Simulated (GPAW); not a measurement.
# Screening of a field by Li/Pd(100)

How does Li/Pd(100) screen a perpendicular field?

Main program and level: GPAW 26.7.0; GPAW, PAW setups; slab in vacuum, relaxation, in the first sound run; inputs show where later runs differ.

**1. The starting structure**

The cell holds 5 atoms: 4 Pd and 1 Li. Its edges and angles: a = 2.751 Å, b = 2.751 Å, c = 22.278 Å, α = 90.0°, β = 90.0°, γ = 90.0°. Vacuum lies along c.

**2. Relaxing the atoms**

The atoms are relaxed first, since the surface dipole, and with it the work function, follows the positions of the outer layers. The lowest 2 atoms are held at bulk positions and keep their forces.

run.py

```python
import json
import numpy as np
from ase import Atoms
from ase.constraints import FixAtoms
from ase.optimize import BFGS
from gpaw import GPAW, PW

slab = Atoms(
    ['Pd', 'Pd', 'Pd', 'Pd', 'Li'],
    positions=[
        [1.37532, 1.37532, 7.00000],
        [0.00000, 0.00000, 8.94500],
        [1.37532, 1.37532, 10.89000],
        [0.00000, 0.00000, 12.83500],
        [1.37532, 0.00000, 15.27797]],
    cell=[[2.75065, 0.0, 0.0], [0.0, 2.75065, 0.0], [0.0, 0.0, 22.27797]],
    pbc=[True, True, False])

slab.calc = GPAW(mode=PW(400), xc='PBE', kpts={'size': (11, 11, 1), 'gamma': True},
                 occupations={'name': 'fermi-dirac', 'width': 0.1}, nbands='300%',
                 convergence={'density': 1e-05}, maxiter=200,
                 poissonsolver={'dipolelayer': 'xy'},
                 symmetry={'tolerance': 1e-3, 'extra_ids': [1, 1, 0, 0, 0]}, txt='slab.txt')
result = {}
slab.set_constraint(FixAtoms([0, 1]))
path = []
opt = BFGS(slab, maxstep=0.2)
opt.attach(lambda: path.append((slab.get_potential_energy(), slab.positions.tolist(), slab.get_forces().tolist())))
result['relaxed'] = bool(opt.run(fmax=0.03, steps=40))
result['path'] = path
energy = slab.get_potential_energy()
fermi = slab.calc.get_fermi_level()
v = slab.calc.get_electrostatic_potential().mean((0, 1)) - fermi
n = slab.calc.get_pseudo_density().mean((0, 1))
L = slab.cell[2, 2]
z = np.arange(len(v)) * L / len(v)
low, high = slab.positions[:, 2].min(), slab.positions[:, 2].max()
below, above = np.interp([low - 4.8, high + 4.8], z, v)
slopes = [np.interp(x, z, np.gradient(v, z)) for x in (low - 4.8, high + 4.8)]
eps = np.array([[slab.calc.get_eigenvalues(k, s) for k in range(len(slab.calc.get_ibz_k_points()))]
                for s in range(slab.calc.get_number_of_spins())]) - fermi
top, bottom = eps[eps < 0].max(), eps[eps > 0].min()
dipole = slab.get_dipole_moment()[2]
print(f'energy {energy:.4f} eV, Fermi level {fermi:.4f} eV, dipole {dipole:.5f} e A')
print(f'potential 4.8 A off the faces, from the Fermi level: lower {below:.4f} eV, upper {above:.4f} eV')
print(f'slope of the potential there: lower {slopes[0]:.5f}, upper {slopes[1]:.5f} eV/A')
print(f'nearest levels on the mesh: {top:.4f} and {bottom:.4f} eV')
print('magnetic moment', round(slab.get_magnetic_moment(), 3))
result.update(energy=energy, fermi=fermi, dipole=dipole, below=below, above=above, slopes=slopes, edges=[top, bottom],
              z=z.tolist(), v=v.tolist(), n=n.tolist(), positions=slab.positions.tolist(),
              forces=slab.get_forces(apply_constraint=False).tolist(), moments=slab.get_magnetic_moments().tolist())
json.dump(result, open('result.json', 'w'))
```

Launch:

```
> OMP_NUM_THREADS=1 OPENBLAS_NUM_THREADS=1 python run.py
```

The log of the run:

```text
Step          Energy          fmax
BFGS:    0      -16.402218        0.987498
BFGS:    1      -16.421759        0.907480
BFGS:    2      -16.565962        0.610235
BFGS:    3      -16.571466        0.534263
BFGS:    4      -16.593141        0.082752
BFGS:    5      -16.593402        0.051298
BFGS:    6      -16.593480        0.046428
BFGS:    7      -16.594281        0.051125
BFGS:    8      -16.595211        0.054940
BFGS:    9      -16.595836        0.033607
BFGS:   10      -16.596015        0.007727
energy -16.4763 eV, Fermi level 1.1190 eV, dipole 0.07301 e A
potential 4.8 A off the faces, from the Fermi level: lower 5.0889 eV, upper 3.3418 eV
slope of the potential there: lower -0.00044, upper 0.00449 eV/A
nearest levels on the mesh: -0.0018 and 0.0050 eV
magnetic moment 0.0
```

Elapsed: 72 min, on 1 thread of Arm Neoverse V1, shared host; peak memory 0.36 GiB.

Step by step:

```
step  energy less that of the first step (eV)  largest force (eV/Å)
   1                                   0.0000                0.9875
   2                                  -0.0199                0.9075
   3                                  -0.1701                0.6102
   4                                  -0.1755                0.5343
   5                                  -0.1971                0.0828
   6                                  -0.1976                0.0513
   7                                  -0.1977                0.0464
   8                                  -0.1986                0.0511
   9                                  -0.1995                0.0549
  10                                  -0.2000                0.0336
  11                                  -0.2001                0.0077
```

The atoms that moved most (Å):

```
atom     dx     dy      dz  length
 Li5  0.000  0.000  -0.248   0.248
 Pd4  0.000  0.000   0.162   0.162
 Pd3  0.000  0.000   0.079   0.079
```

The relaxed structure:

```
Pd Li
1.0
     2.75065    0.00000    0.00000
     0.00000    2.75065    0.00000
     0.00000    0.00000   22.27797
Pd Li
4 1
Cartesian
  1.3753 1.3753 7.0000
  0.0000 0.0000 8.9450
  1.3753 1.3753 10.9690
  0.0000 0.0000 12.9971
  1.3753 0.0000 15.0298
```

Numbers from this step:

| Quantity | Value |
| --- | --- |
| dipole along the normal | 0.07301 e·Å |
| levels nearest the Fermi level on the mesh | -0.001807, 0.004969 eV from the Fermi level |
| upper work function | 3.342 eV |
| lower work function | 5.089 eV |

Table of electrostatic potential energy of an electron (without an applied field's), less the Fermi level, planar mean by z:

```
z (Å)  electrostatic potential energy of an electron (without an applied field's), less the Fermi level, planar mean (eV)
  0.0                                                                                                                4.22
  0.5                                                                                                                5.09
  1.0                                                                                                                5.09
  1.5                                                                                                                5.09
  2.0                                                                                                                5.09
  2.5                                                                                                                5.09
  3.0                                                                                                                5.09
  3.5                                                                                                                5.08
  4.0                                                                                                                5.07
  4.5                                                                                                                5.03
  5.0                                                                                                                4.87
  5.5                                                                                                                4.26
  6.0                                                                                                                1.79
  6.5                                                                                                               -7.71
  7.0                                                                                                               -19.3
  7.5                                                                                                               -7.99
  8.0                                                                                                               -1.16
  8.5                                                                                                               -9.80
  9.0                                                                                                               -19.2
  9.5                                                                                                               -6.63
 10.0                                                                                                              -0.600
 10.5                                                                                                               -8.98
 11.0                                                                                                               -19.2
 11.5                                                                                                               -7.28
 12.0                                                                                                              -0.486
 12.5                                                                                                               -8.04
 13.0                                                                                                               -19.1
 13.5                                                                                                               -7.75
 14.0                                                                                                               0.786
 14.5                                                                                                              -0.181
 15.0                                                                                                               -3.65
 15.5                                                                                                               -1.86
 16.0                                                                                                               0.739
 16.5                                                                                                                2.15
 17.0                                                                                                                2.84
 17.5                                                                                                                3.14
 18.0                                                                                                                3.26
 18.5                                                                                                                3.31
 19.0                                                                                                                3.33
 19.5                                                                                                                3.34
 20.0                                                                                                                3.34
 20.5                                                                                                                3.34
 21.0                                                                                                                3.34
 21.5                                                                                                                3.34
 22.0                                                                                                                3.57
```

The pseudo valence density, planar mean oscillates, so the rows of the table below give means over windows of 1.91 Å about each position, cut where the curve ends. Its maxima inside the range that stand out by 2 % of the span (Å: e/Å³): 7.0: 2.40, 8.9: 2.40, 11.0: 2.35, 12.9: 2.37. Its minima: 8.1: 0.362, 10.0: 0.314, 11.9: 0.320.

Table of pseudo valence density, planar mean by z; means over each step:

z (Å), pseudo valence density, planar mean (e/Å³) and a bar:
```
     2.86       0.00 
     4.77       0.01 
     6.68       1.02 ############################
     8.59       1.09 ##############################
    10.50       1.07 #############################
    12.41       1.04 #############################
    14.32       0.23 ######
    16.23       0.02 #
    18.14       0.00 
    20.05       0.00
```

The relaxation lowered the energy of the cell by 0.200 eV (energies extrapolated to zero smearing; the optimiser's log prints free energies). The largest force left on a free atom is 0.0077 eV/Å.

**3. The slab's potential**

The work function is the vacuum plateau of the electrostatic potential less the Fermi level; a dipole layer lets the two faces have plateaus of their own.

This step: GPAW, PAW setups; slab in vacuum (GPAW 26.7.0).

Edit run.py of step 2 so:

```diff
@@ -3,4 +3,2 @@
 from ase import Atoms
-from ase.constraints import FixAtoms
-from ase.optimize import BFGS
 from gpaw import GPAW, PW
@@ -12,5 +10,5 @@
         [0.00000, 0.00000, 8.94500],
-        [1.37532, 1.37532, 10.89000],
-        [0.00000, 0.00000, 12.83500],
-        [1.37532, 0.00000, 15.27797]],
+        [1.37532, 1.37532, 10.96898],
+        [-0.00000, 0.00000, 12.99712],
+        [1.37532, -0.00000, 15.02977]],
     cell=[[2.75065, 0.0, 0.0], [0.0, 2.75065, 0.0], [0.0, 0.0, 22.27797]],
@@ -22,10 +20,4 @@
                  poissonsolver={'dipolelayer': 'xy'},
-                 symmetry={'tolerance': 1e-3, 'extra_ids': [1, 1, 0, 0, 0]}, txt='slab.txt')
+                 symmetry={'tolerance': 1e-3}, txt='slab.txt')
 result = {}
-slab.set_constraint(FixAtoms([0, 1]))
-path = []
-opt = BFGS(slab, maxstep=0.2)
-opt.attach(lambda: path.append((slab.get_potential_energy(), slab.positions.tolist(), slab.get_forces().tolist())))
-result['relaxed'] = bool(opt.run(fmax=0.03, steps=40))
-result['path'] = path
 energy = slab.get_potential_energy()
```

The log of the run:

```text
energy -16.4763 eV, Fermi level 1.1190 eV, dipole 0.07296 e A
potential 4.8 A off the faces, from the Fermi level: lower 5.0891 eV, upper 3.3416 eV
slope of the potential there: lower -0.00044, upper 0.00448 eV/A
nearest levels on the mesh: -0.0018 and 0.0049 eV
magnetic moment 0.0
```

It took 7.5 min on 1 thread; peak memory 0.36 GiB.

Numbers from this step:

- dipole along the normal: 0.07296 e·Å
- levels nearest the Fermi level on the mesh: -0.001758, 0.004901 eV from the Fermi level

The electrostatic potential energy of an electron (without an applied field's), less the Fermi level, planar mean oscillates, so the rows of the table below give means over windows of 2.07 Å about each position, cut where the curve ends. Its maxima inside the range that stand out by 2 % of the span (Å: eV): 1.6: 5.09, 8.0: -1.04, 10.0: -0.494, 12.0: -0.449, 14.1: 1.15. Its minima: 7.0: -19.3, 8.9: -19.4, 10.9: -19.3, 13.0: -19.1, 15.1: -3.80.

Table of electrostatic potential energy of an electron (without an applied field's), less the Fermi level, planar mean by z; means over each step:

```
z (Å)  electrostatic potential energy of an electron (without an applied field's), less the Fermi level, planar mean (eV)
 1.03                                                                                                                5.01
 3.10                                                                                                                5.08
 5.17                                                                                                                4.05
 7.24                                                                                                               -8.76
 9.31                                                                                                               -8.87
11.38                                                                                                               -8.83
13.45                                                                                                               -7.80
15.52                                                                                                              -0.940
17.59                                                                                                                3.05
19.66                                                                                                                3.34
21.73                                                                                                                3.40
```

The pseudo valence density, planar mean oscillates, so the rows of the table below give means over windows of 1.91 Å about each position, cut where the curve ends. Its maxima inside the range that stand out by 2 % of the span (Å: e/Å³): 7.0: 2.40, 8.9: 2.40, 11.0: 2.35, 12.9: 2.37. Its minima: 8.1: 0.362, 10.0: 0.314, 11.9: 0.320.

The pseudo valence density, planar mean by z; means over each step:

```
z (Å)  pseudo valence density, planar mean (e/Å³)
 2.86                                      7.6e-5
 4.77                                      0.0125
 6.68                                        1.02
 8.59                                        1.09
10.50                                        1.07
12.41                                        1.04
14.32                                       0.234
16.23                                      0.0232
18.14                                     0.00184
20.05                                      5.4e-5
```

Force by atom:

```
atom  x (eV/Å)  y (eV/Å)  z (eV/Å)   size
 Pd1     0.000     0.000    -0.192  0.192
 Pd2     0.000     0.000     0.192  0.192
 Pd3     0.000     0.000    -0.006  0.006
 Pd4     0.000     0.000    -0.002  0.002
 Li5     0.000     0.000     0.008  0.008
```

The potential is flat to 0.004 eV/Å where it is read, so the vacuum is wide enough.

**4. Field on**

A uniform field along the normal polarises the slab; the atoms stay fixed, so this is the electronic response alone.

Edit run.py of step 3 so:

```diff
@@ -4,2 +4,3 @@
 from gpaw import GPAW, PW
+from gpaw.external import ConstantElectricField
 
@@ -20,2 +21,3 @@
                  poissonsolver={'dipolelayer': 'xy'},
+                 external=ConstantElectricField(-0.2, [0, 0, 1]),
                  symmetry={'tolerance': 1e-3}, txt='slab.txt')
```

The log of the run:

```text
energy -16.4714 eV, Fermi level 1.0890 eV, dipole -0.02703 e A
potential 4.8 A off the faces, from the Fermi level: lower 3.9556 eV, upper 4.5984 eV
slope of the potential there: lower -0.00029, upper 0.00740 eV/A
nearest levels on the mesh: -0.0014 and 0.0058 eV
magnetic moment 0.0
```

It took 22 min on 1 thread; peak memory 0.52 GiB.

Numbers from this step:

```
dipole along the normal                                         : -0.02703 e·Å
levels nearest the Fermi level on the mesh                      : -0.001372, 0.005845 eV from the Fermi level
potential below the slab, the applied field's own ramp left out : 3.956 eV from the Fermi level
potential above the slab, the applied field's own ramp left out : 4.598 eV from the Fermi level
```

The electrostatic potential energy of an electron (without an applied field's), less the Fermi level, planar mean oscillates, so the rows of the table below give means over windows of 2.02 Å about each position, cut where the curve ends. Its maxima inside the range that stand out by 2 % of the span (Å: eV): 8.0: -1.68, 10.0: -0.728, 12.0: -0.280, 14.2: 1.75. Its minima: 7.0: -20.1, 8.9: -19.8, 10.9: -19.4, 13.0: -18.8, 15.1: -3.00.

The electrostatic potential energy of an electron (without an applied field's), less the Fermi level, planar mean by z; means over each step:

z (Å), electrostatic potential energy of an electron (without an applied field's), less the Fermi level, planar mean (eV) and a bar from the least value:
```
     1.01        4.0 #############################
     3.03        4.0 #############################
     5.05        3.3 ###########################
     7.07       -9.5 
     9.09       -9.4 
    11.11       -9.0 #
    13.13       -8.2 ###
    15.15       -0.4 ###################
    17.17        3.9 #############################
    19.19        4.6 ##############################
    21.21        4.6 ##############################
```

Force by atom:

```
atom  x (eV/Å)  y (eV/Å)  z (eV/Å)   size
 Pd1     0.000     0.000    -0.192  0.192
 Pd2     0.000     0.000     0.193  0.193
 Pd3     0.000     0.000    -0.006  0.006
 Pd4     0.000     0.000    -0.012  0.012
 Li5     0.000     0.000     0.016  0.016
```

The dipole is now -0.0270 e Å, against 0.073 in the run without a field.

[end of part 1 of 2]

[Logs are printed without paths, hosts, clocks, repeated set-up lines and the standing remarks that a program may print on its own settings, such as how far it seeks lower states.]

[Hosts, paths, dates, database ids (printed as entryN), source tags and the programs' standing remarks are cut or masked in the printed files.]
